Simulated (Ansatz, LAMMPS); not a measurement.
# Static equation of state of amorphous 28Y2O3-72Al2O3 (mol %) (90 atoms)

Density of this cell: 3.69 g/cm³. The cell holds 90 atoms: 10 Y, 26 Al and 54 O. Cell: a = 10.469 Å, b = 10.187 Å, c = 10.379 Å, α = 87.6°, β = 88.5°, γ = 89.4°. The starting structure: 90 atoms (10 Er, 26 Al, 54 O) placed at random at 4.86 g/cm³, melted at 5000 K for 10 ps at fixed volume with the Morse and Coulomb pair potential with partial charges (Pedone, Malavasi, Menziani, Cormack and Segre, J. Phys. Chem. B 110, 11780 (2006)). Quenched from 5000 K to 300 K at 20 K/ps and fixed volume, held 10 ps at zero pressure, then minimised at fixed cell. Then Er was replaced by Y and the cell scaled by 1.009 (the potential has no terms for the new elements, so the cell is a start for a DFT relaxation).

Calculated with Ansatz 0.2.0: Kohn-Sham DFT, r2SCAN, PAW (set soft_2), plane waves; cutoff 500 eV, Γ point, fixed occupations. Cell and atoms were relaxed first, to V0 = 12.283 Å³ an atom at a residual P0 = 0.022 GPa. The cell was then scaled evenly, and the atoms were relaxed at each volume.

| volume (Å³/atom) | pressure (GPa) |
| --- | --- |
| 11.055 | ? |
| 11.546 | 7.371 |
| 11.914 | 3.791 |
| 12.651 | -3.354 |
| 13.020 | -6.292 |

Task: Fit the third-order Birch–Murnaghan equation to the rows given and extrapolate to the withheld row.

**Working.**

Take the Eulerian strain f = ½[(V0/V)^(2/3) − 1] and the normalised pressure F = (P − P0) / [3f(1 + 2f)^(5/2)]. The third-order Birch–Murnaghan equation is then the line F = B0 + (3/2)B0(B′ − 4) f, so u = f and v = F.

```
      u = f  v = F (GPa)
  0.0210565      104.949
  0.0102566      116.439
-0.00975675      121.164
 -0.0190501      121.747
```

With n = 4: mean u = 6.2653e-4, mean v = 116.075, Σ(u − ū)² = 0.0010051, Σ(u − ū)(v − v̄) = -0.38824. Slope b = -0.38824 / 0.0010051 = -386.27; intercept a = v̄ − b ū = 116.32.

So B0 = a = 116 GPa and B′ = 4 + 2b/(3a) = 1.79. At the withheld volume f = 0.03638, F = a + b f = 102.3 GPa, and P = P0 + 3f(1 + 2f)^(5/2) F.

Prediction at 11.055: 13.33 GPa. The run gave 9.300 GPa, so the fit is high by 4.0 GPa (43 % of the value).

The series isn't one smooth equation of state: even a line fitted to all rows, the withheld one included, misses F by up to 17.2 %, the count of bonds changes along the series and an atom moves over 0.5 Å in some relaxation. B0 and B′ are then only the numbers of this fit, not moduli of the material. Among the rows given, the largest miss of the fit is at 11.546, by 0.23 GPa (1.5 % of the range of the table).

Limits: Static cells at zero temperature; the cell shape is held. The program notes that the SCF threshold of these relaxations is loose for the stress. The quench rate of 20 K/ps is many orders above laboratory rates, so the cell is likely richer in defects and strain than a real sample. The network of bonds at the start is that of the classical potential that made the cell, and needn't be the one that DFT or experiment would give. Only the Γ point is sampled, in a cell whose shortest periodic width is 10 Å.

[Logs are printed without paths, hosts, clocks, repeated set-up lines and the standing remarks that a program may print on its own settings, such as how far it seeks lower states.]

[Hosts, paths, dates, database ids (printed as entryN), source tags and the programs' standing remarks are cut or masked in the printed files.]
